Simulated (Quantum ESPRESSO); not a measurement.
# Collinear magnetic orders of Cu (Copper) with Quantum ESPRESSO

Wanted: the moments of Cu (Copper) and the energy of each order that was tried.

Calculated with Quantum ESPRESSO 7.5; LDA; plane waves with GBRV 1.5 LDA potentials, no spin-orbit coupling.

**1. The starting structure**

The structure is cubic, space group Fm-3m (No. 225). The conventional cell has a = 3.615 Å, b = 3.615 Å, c = 3.615 Å, α = 90.00°, β = 90.00°, γ = 90.00°. Nearest to Cu lie 12 Cu at 2.56 Å.

As a file:

```cif
data_structure
_symmetry_space_group_name_H-M 'P 1'
_symmetry_Int_Tables_number 1
_cell_length_a 2.5562
_cell_length_b 2.5562
_cell_length_c 2.5562
_cell_angle_alpha 60.000
_cell_angle_beta 60.000
_cell_angle_gamma 60.000
_cell_volume 11.81
loop_
_atom_site_label
_atom_site_type_symbol
_atom_site_fract_x
_atom_site_fract_y
_atom_site_fract_z
_atom_site_occupancy
Cu1 Cu 0.00000 0.00000 0.00000 1
```

The cell comes from the Crystallography Open Database.

**2. Run 1, typed as ferro +**

The signs are those of the starting moments on the seeded atoms, the atoms that are given a moment.

The input, pw.in:

```
&CONTROL
  calculation = 'scf'
  prefix = 'pwscf'
  outdir = './tmp'
  pseudo_dir = './pseudo'
  disk_io = 'nowf'
/
&SYSTEM
  ibrav = 0
  celldm(1) = 8
  nat = 1
  ntyp = 1
  ecutwfc = 40
  ecutrho = 280
  nbnd = 16
  occupations = 'smearing'
  smearing = 'fd'
  degauss = 0.00734986
  nspin = 2
  starting_magnetization(1) = 0.0263
/
&ELECTRONS
  conv_thr = 2d-09
  electron_maxstep = 150
  mixing_beta = 0.3
/
ATOMIC_SPECIES
Cu     63.5460 cu_lda_v1.2.uspp.F.UPF
CELL_PARAMETERS alat
   0.0000000000000    0.4269599962826    0.4269599962826
   0.4269599962826    0.0000000000000    0.4269599962826
   0.4269599962826    0.4269599962826    0.0000000000000
ATOMIC_POSITIONS crystal
Cu      0.0000000000    0.0000000000    0.0000000000
K_POINTS automatic
12 12 12 0 0 0
```

The run is started by

```bash
> OMP_NUM_THREADS=1 mpirun -n 4 pw.x -nk 4 -in pw.in > pw.out
```

The program printed:

```text
Program PWSCF v.7.5 starts

     Message from routine setup:
     using ibrav=0 with symmetry is DISCOURAGED, use correct ibrav instead

     K-points division:     npool     =       4
     Subspace diagonalization in iterative solution of the eigenvalue problem:

     G-vector sticks info
     --------------------
     sticks:   dense  smooth     PW     G-vecs:    dense   smooth      PW
     Sum         439     253     91                 6231     2733     561

     Using Slab Decomposition

     bravais-lattice index     =            0
     lattice parameter (alat)  =       8.0000  a.u.
     unit-cell volume          =      79.7006 (a.u.)^3
     number of atoms/cell      =            1
     number of atomic types    =            1
     number of electrons       =        19.00
     number of Kohn-Sham states=           16
     kinetic-energy cutoff     =      40.0000  Ry
     charge density cutoff     =     280.0000  Ry
     scf convergence threshold =      2.0E-09
     mixing beta               =       0.3000
     number of iterations used =            8  plain     mixing
     Exchange-correlation= SLA  PZ   NOGX NOGC
                           (   1   1   0   0   0   0   0)

     celldm(1)=   8.000000  celldm(2)=   0.000000  celldm(3)=   0.000000
     celldm(4)=   0.000000  celldm(5)=   0.000000  celldm(6)=   0.000000

     crystal axes: (cart. coord. in units of alat)
               a(1) = (   0.000000   0.426960   0.426960 )
               a(2) = (   0.426960   0.000000   0.426960 )
               a(3) = (   0.426960   0.426960   0.000000 )

     reciprocal axes: (cart. coord. in units 2 pi/alat)
               b(1) = ( -1.171070  1.171070  1.171070 )
               b(2) = (  1.171070 -1.171070  1.171070 )
               b(3) = (  1.171070  1.171070 -1.171070 )

     PseudoPot. # 1 for Cu read from file:
     cu_lda_v1.2.uspp.F.UPF
     Pseudo is Ultrasoft + core correction, Zval = 19.0
     Generated by new atomic code, or converted to UPF format
     Using radial grid of  867 points,  6 beta functions with:
                l(1) =   0
                l(2) =   0
                l(3) =   1
                l(4) =   1
                l(5) =   2
                l(6) =   2
     Q(r) pseudized with  8 coefficients,  rinner =    1.150   1.150   1.150
                                                       1.150   1.150

     atomic species   valence    mass     pseudopotential
     Cu               19.00    63.54600     Cu( 1.00)

     Starting magnetic structure
     atomic species   magnetization
     Cu              0.026

     48 Sym. Ops., with inversion, found

   Cartesian axes

     site n.     atom                  positions (alat units)
         1        Cu     tau(   1) = (   0.0000000   0.0000000   0.0000000  )

     number of k points=    72  Fermi-Dirac smearing, width (Ry)=  0.0073
                       cart. coord. in units 2pi/alat
        k(    1) = (   0.0000000   0.0000000   0.0000000), wk =   0.0005787
        k(    2) = (   0.0975892   0.0975892  -0.0975892), wk =   0.0046296
        k(    3) = (   0.1951783   0.1951783  -0.1951783), wk =   0.0046296
        k(    4) = (   0.2927675   0.2927675  -0.2927675), wk =   0.0046296
        k(    5) = (   0.3903566   0.3903566  -0.3903566), wk =   0.0046296
        [... 67 further k-points ...]

     Dense  grid:     6231 G-vectors     FFT dimensions: (  25,  25,  25)

     Smooth grid:     2733 G-vectors     FFT dimensions: (  20,  20,  20)

     Generating pointlists ...
     new r_m :   0.2491 (alat units)  1.9926 (a.u.) for type    1

     Initial potential from superposition of free atoms

     starting charge      18.0000, renormalised to      19.0000
     Starting wfcs are   13 randomized atomic wfcs +    3 random wfcs

     Self-consistent Calculation

     iteration #  1     ecut=    40.00 Ry     beta= 0.30
     Davidson diagonalization with overlap
     ethr =  1.00E-02,  avg # of iterations =  5.7

     total energy              =    -402.00458498 Ry
     estimated scf accuracy    <       5.42159903 Ry

     total magnetization       =     0.27 Bohr mag/cell
     absolute magnetization    =     0.29 Bohr mag/cell

     iteration #  2     ecut=    40.00 Ry     beta= 0.30
     Davidson diagonalization with overlap
     ethr =  1.00E-02,  avg # of iterations =  2.2

     total energy              =    -403.43604507 Ry
     estimated scf accuracy    <       1.01488022 Ry

     total magnetization       =     0.02 Bohr mag/cell
     absolute magnetization    =     0.04 Bohr mag/cell

     iteration #  3     ecut=    40.00 Ry     beta= 0.30
     Davidson diagonalization with overlap
     ethr =  5.34E-03,  avg # of iterations =  1.1

     total energy              =    -403.54498232 Ry
     estimated scf accuracy    <       0.03283898 Ry

     total magnetization       =     0.04 Bohr mag/cell
     absolute magnetization    =     0.06 Bohr mag/cell

     [... further iterations left out ...]

     iteration # 10     ecut=    40.00 Ry     beta= 0.30
     Davidson diagonalization with overlap
     ethr =  1.49E-07,  avg # of iterations =  1.2

     total energy              =    -403.54564729 Ry
     estimated scf accuracy    <       0.00000117 Ry

     total magnetization       =     0.00 Bohr mag/cell
     absolute magnetization    =     0.00 Bohr mag/cell

     iteration # 11     ecut=    40.00 Ry     beta= 0.30
     Davidson diagonalization with overlap
     ethr =  6.16E-09,  avg # of iterations =  2.0

     total energy              =    -403.54564735 Ry
     estimated scf accuracy    <       0.00000043 Ry

     total magnetization       =    -0.00 Bohr mag/cell
     absolute magnetization    =     0.00 Bohr mag/cell

     iteration # 12     ecut=    40.00 Ry     beta= 0.30
     Davidson diagonalization with overlap
     ethr =  2.26E-09,  avg # of iterations =  1.5

     total energy              =    -403.54564741 Ry
     estimated scf accuracy    <       0.00000001 Ry

     total magnetization       =     0.00 Bohr mag/cell
     absolute magnetization    =     0.00 Bohr mag/cell

     iteration # 13     ecut=    40.00 Ry     beta= 0.30
     Davidson diagonalization with overlap
     ethr =  6.26E-11,  avg # of iterations =  2.0

     Magnetic moment per site  (integrated on atomic sphere of radius R)
     atom   1 (R=0.249)  charge= 17.8187  magn=  0.0000

     End of self-consistent calculation

     Number of k-points >= 100: set verbosity='high' to print the bands.

     the Fermi energy is    15.5812 ev

!    total energy              =    -403.54564742 Ry
     estimated scf accuracy    <          1.2E-10 Ry
     smearing contrib. (-TS)   =      -0.00089615 Ry
     internal energy E=F+TS    =    -403.54475127 Ry

     The total energy is F=E-TS. E is the sum of the following terms:
     one-electron contribution =    -268.30204572 Ry
     hartree contribution      =     145.27259196 Ry
     xc contribution           =     -38.23041965 Ry
     ewald contribution        =    -242.28487785 Ry

     total magnetization       =     0.00 Bohr mag/cell
     absolute magnetization    =     0.00 Bohr mag/cell

     convergence has been achieved in  13 iterations

=------------------------------------------------------------------------------=
   JOB DONE.
=------------------------------------------------------------------------------=
```

Elapsed: 4.4 s, on 4 MPI ranks of Intel Xeon Platinum 8488C (Sapphire Rapids), shared host; peak memory 0.24 GiB.

The spin moment in the atom's sphere vanishes on all atoms.

Numbers from this step:

| Item | Value |
| --- | --- |
| smearing term TS | 0.01219 eV |
| magnetization | 0 μB |
| absolute magnetization | 0 μB |
| final state | non-magnetic |

**3. Start 2: antiferro q=(0,0,1/2) +−**

This order needs a doubled cell of 2 atoms. The wavevector q is in fractions of the reciprocal vectors of the crystal's primitive cell, as the cells of these inputs are built from it; moments change sign between cells as cos(2π q·R).

The input, pw.in:

```
&CONTROL
  calculation = 'scf'
  prefix = 'pwscf'
  outdir = './tmp'
  pseudo_dir = './pseudo'
  disk_io = 'nowf'
/
&SYSTEM
  ibrav = 0
  celldm(1) = 8
  nat = 2
  ntyp = 2
  ecutwfc = 40
  ecutrho = 280
  nbnd = 26
  occupations = 'smearing'
  smearing = 'fd'
  degauss = 0.00734986
  nspin = 2
  starting_magnetization(1) = 0.0263
  starting_magnetization(2) = -0.0263
/
&ELECTRONS
  conv_thr = 4d-09
  electron_maxstep = 150
  mixing_beta = 0.3
/
ATOMIC_SPECIES
Cu1    63.5460 cu_lda_v1.2.uspp.F.UPF
Cu2    63.5460 cu_lda_v1.2.uspp.F.UPF
CELL_PARAMETERS alat
   0.0000000000000    0.4269599962826    0.4269599962826
   0.4269599962826    0.0000000000000    0.4269599962826
   0.8539199925653    0.8539199925653    0.0000000000000
ATOMIC_POSITIONS crystal
Cu1     0.0000000000    0.0000000000    0.0000000000
Cu2     0.0000000000    0.0000000000    0.5000000000
K_POINTS automatic
12 12 6 0 0 0
```

The program printed:

```text
[banner, memory and clock lines left out]
Program PWSCF v.7.5 starts

     Message from routine setup:
     using ibrav=0 with symmetry is DISCOURAGED, use correct ibrav instead

     bravais-lattice index     =            0
     lattice parameter (alat)  =       8.0000  a.u.
     unit-cell volume          =     159.4012 (a.u.)^3
     number of atoms/cell      =            2
     number of atomic types    =            2
     number of electrons       =        38.00
     number of Kohn-Sham states=           26
     kinetic-energy cutoff     =      40.0000  Ry
     charge density cutoff     =     280.0000  Ry
     scf convergence threshold =      4.0E-09
     mixing beta               =       0.3000
     number of iterations used =            8  plain     mixing
     Exchange-correlation= SLA  PZ   NOGX NOGC
                           (   1   1   0   0   0   0   0)

     celldm(1)=   8.000000  celldm(2)=   0.000000  celldm(3)=   0.000000
     celldm(4)=   0.000000  celldm(5)=   0.000000  celldm(6)=   0.000000

     crystal axes: (cart. coord. in units of alat)
               a(1) = (   0.000000   0.426960   0.426960 )
               a(2) = (   0.426960   0.000000   0.426960 )
               a(3) = (   0.853920   0.853920   0.000000 )

     reciprocal axes: (cart. coord. in units 2 pi/alat)
               b(1) = ( -1.171070  1.171070  1.171070 )
               b(2) = (  1.171070 -1.171070  1.171070 )
               b(3) = (  0.585535  0.585535 -0.585535 )

     PseudoPot. # 1 for Cu read from file:
     cu_lda_v1.2.uspp.F.UPF
     Pseudo is Ultrasoft + core correction, Zval = 19.0

     PseudoPot. # 2 for Cu read from file:
     cu_lda_v1.2.uspp.F.UPF
     Pseudo is Ultrasoft + core correction, Zval = 19.0

     atomic species   valence    mass     pseudopotential
     Cu1              19.00    63.54600     Cu( 1.00)
     Cu2              19.00    63.54600     Cu( 1.00)

     Starting magnetic structure
     atomic species   magnetization
     Cu1             0.026
     Cu2            -0.026

     12 Sym. Ops., with inversion, found

   Cartesian axes

     site n.     atom                  positions (alat units)
         1        Cu1    tau(   1) = (   0.0000000   0.0000000   0.0000000  )
         2        Cu2    tau(   2) = (   0.4269600   0.4269600   0.0000000  )

     number of k points=    98  Fermi-Dirac smearing, width (Ry)=  0.0073
                       cart. coord. in units 2pi/alat
        k(    1) = (   0.0000000   0.0000000   0.0000000), wk =   0.0011574
        k(    2) = (   0.0975892   0.0975892  -0.0975892), wk =   0.0023148
        k(    3) = (   0.1951783   0.1951783  -0.1951783), wk =   0.0023148
        k(    4) = (  -0.2927675  -0.2927675   0.2927675), wk =   0.0011574
        k(    5) = (   0.0975892  -0.0975892   0.0975892), wk =   0.0069444
        [... 93 further k-points ...]

     Dense  grid:    12553 G-vectors     FFT dimensions: (  25,  25,  54)

     Smooth grid:     5497 G-vectors     FFT dimensions: (  20,  20,  40)

     Generating pointlists ...
     new r_m :   0.2491 (alat units)  1.9926 (a.u.) for type    1
     new r_m :   0.2491 (alat units)  1.9926 (a.u.) for type    2

     Initial potential from superposition of free atoms

     starting charge      36.0000, renormalised to      38.0000
     Starting wfcs are   26 randomized atomic wfcs

     Self-consistent Calculation

     iteration #  1     ecut=    40.00 Ry     beta= 0.30
     Davidson diagonalization with overlap
     ethr =  1.00E-02,  avg # of iterations =  4.9

     total energy              =    -804.15082996 Ry
     estimated scf accuracy    <      10.51792279 Ry

     total magnetization       =     0.00 Bohr mag/cell
     absolute magnetization    =     0.53 Bohr mag/cell

     iteration #  2     ecut=    40.00 Ry     beta= 0.30
     Davidson diagonalization with overlap
     ethr =  1.00E-02,  avg # of iterations =  3.1

     total energy              =    -806.89133995 Ry
     estimated scf accuracy    <       1.83463794 Ry

     total magnetization       =     0.00 Bohr mag/cell
     absolute magnetization    =     0.10 Bohr mag/cell

     [... further iterations left out ...]

     iteration # 14     ecut=    40.00 Ry     beta= 0.30
     Davidson diagonalization with overlap
     ethr =  6.33E-10,  avg # of iterations =  3.0

     total energy              =    -807.09129906 Ry
     estimated scf accuracy    <       0.00000018 Ry

     total magnetization       =     0.00 Bohr mag/cell
     absolute magnetization    =     0.00 Bohr mag/cell

     iteration # 15     ecut=    40.00 Ry     beta= 0.30
     Davidson diagonalization with overlap
     ethr =  4.82E-10,  avg # of iterations =  2.0

     Magnetic moment per site  (integrated on atomic sphere of radius R)
     atom   1 (R=0.249)  charge= 17.8191  magn=  0.0000
     atom   2 (R=0.249)  charge= 17.8191  magn=  0.0000

     End of self-consistent calculation

     Number of k-points >= 100: set verbosity='high' to print the bands.

     the Fermi energy is    15.5812 ev

!    total energy              =    -807.09129909 Ry
     estimated scf accuracy    <          3.4E-10 Ry
     smearing contrib. (-TS)   =      -0.00179231 Ry
     internal energy E=F+TS    =    -807.08950678 Ry

     The total energy is F=E-TS. E is the sum of the following terms:
     one-electron contribution =    -536.60330674 Ry
     hartree contribution      =     290.54430494 Ry
     xc contribution           =     -76.46074927 Ry
     ewald contribution        =    -484.56975571 Ry

     total magnetization       =     0.00 Bohr mag/cell
     absolute magnetization    =     0.00 Bohr mag/cell

     convergence has been achieved in  15 iterations
```

Run time: 21 s. Hardware: 4 MPI ranks; peak memory 0.33 GiB.

(Continued in part 2 of 2.)

[Logs and program files are shortened in this print: banners, set-up blocks, solver, clock and traceback lines can be left out without a mark of their own.]

[Logs are printed without paths, hosts, clocks, repeated set-up lines and the standing remarks that a program may print on its own settings, such as how far it seeks lower states.]

[Hosts, paths, dates, database ids (printed as entryN), source tags and the programs' standing remarks are cut or masked in the printed files.]

[Where a cell is said to come from a database of computed structures, the database is the Materials Project.]
